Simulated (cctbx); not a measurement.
# Diagnosing a refinement

Cell a = 11.5860 Å, b = 6.7730 Å, c = 7.0250 Å, α = 90.00°, β = 123.34°, γ = 90.00°; space group C2/m (no. 12). The compound is NaTl3Ge3O8.

The data are simulated with cctbx, not measured: Mo Kα, λ = 0.71073 Å, to d = 0.7 Å, 80 % of the full sphere, strongest reflection 70000 counts, noise from counting, a 4 % proportional error and a noise floor of 15 counts (s.d.); no absorption.

An anisotropic refinement with weights 1/σ² prints:

```text
Rint 0.027, 125 unique reflections to 1.30 A
cycle     R1     wR2    GooF  max shift (A)
   1  0.0177  0.0444   1.879   0.01435
   2  0.0125  0.0261   1.104   0.00032
final R1 0.0125 wR2 0.0261 GooF 1.104  parameters 45  data/parameter 2.8
atom        x        y        z      Ueq    occ   su(xyz)  su(Uiso or U11)
Tl1    0.25000  0.75000  0.00000   0.0051  1.000  0.00000  0.0007
Tl2    0.00000  0.00000  0.00000   0.0100  1.000  0.00000  0.0009
Ge1    0.00000  0.00000  0.50000   0.0104  1.000  0.00000  0.0020
Ge2    0.25000  0.75000  0.50000   0.0079  1.000  0.00000  0.0018
Na1    0.00000  0.50000  0.50000   0.0062  1.000  0.00000  0.0068
O1     0.72516  0.50000  0.70153   0.0216  1.000  0.00216  0.0084  NPD
O2     0.24999  0.50000  0.68574   0.0082  1.000  0.00201  0.0089  NPD
O3     0.02795  0.21894  0.31193   0.0212  1.000  0.00193  0.0062
difference map: max 0.51 min -0.49 rms 0.15
Q1    0.2571  0.1145  0.1849    8    0.53  1.23 A from O2
Q2    0.1051  0.2517  0.5262    8    0.49  1.28 A from O3
Q3    0.2523  0.1050  0.8177    8    0.48  0.99 A from O1
Q4    0.2377  0.3985  0.2781    8    0.46  0.78 A from O1
Q5    0.0041  0.3704  0.2035    8    0.44  1.22 A from O3
Q6    0.1391  0.0000  0.4577    4    0.41  1.43 A from O1
```

Q: Accept it or mend it, and why?

Mend it. The fault: data cut at low resolution. Against the right model at the same level, R1 goes from 0.0122 to 0.0125 and GooF from 0.95 to 1.10 and O1 and O2 go non-positive-definite. The atoms are right, but there are too few data for the parameters: R1 flatters and the s.u.s grow. Data per parameter fall from 16.8 to 2.8.

The compound is NaTl3Ge3O8. The right model at the same level gives:

```text
Rint 0.029, 755 unique reflections to 0.70 A
cycle     R1     wR2    GooF  max shift (A)
   1  0.0280  0.0941   3.077   0.01232
   3  0.0122  0.0290   0.949   0.00012
final R1 0.0122 wR2 0.0290 GooF 0.949  parameters 45  data/parameter 16.8
atom        x        y        z      Ueq    occ   su(xyz)  su(Uiso or U11)
Tl1    0.25000  0.75000  0.00000   0.0047  1.000  0.00000  0.0001
Tl2    0.00000  0.00000  0.00000   0.0097  1.000  0.00000  0.0001
Ge1    0.00000  0.00000  0.50000   0.0106  1.000  0.00000  0.0003
Ge2    0.25000  0.75000  0.50000   0.0071  1.000  0.00000  0.0002
Na1    0.00000  0.50000  0.50000   0.0070  1.000  0.00000  0.0010
O1     0.72467  0.50000  0.70080   0.0192  1.000  0.00075  0.0017
O2     0.24896  0.50000  0.68457   0.0105  1.000  0.00051  0.0012
O3     0.02897  0.21992  0.31293   0.0178  1.000  0.00054  0.0010
difference map: max 0.99 min -0.96 rms 0.25
Q1    0.2403  0.0976  0.8282    8    0.99  1.05 A from O1
Q2    0.2507  0.1023  0.1721    8    0.95  1.22 A from O2
Q3    0.0607  0.1169  0.7531    8    0.93  1.12 A from O3
Q4    0.0329  0.1359  0.2147    8    0.82  0.91 A from O3
Q5    0.0706  0.5000  0.5276    4    0.78  0.73 A from Na1
Q6    0.0525  0.5000  0.9726    4    0.77  2.33 A from O1
```

The model is made up (kin elements in a known structure type, no relaxation), so it says nothing on whether the phase exists.

[Middle refinement cycles are left out of these outputs.]

[Logs are printed without paths, hosts, clocks, repeated set-up lines and the standing remarks that a program may print on its own settings, such as how far it seeks lower states.]
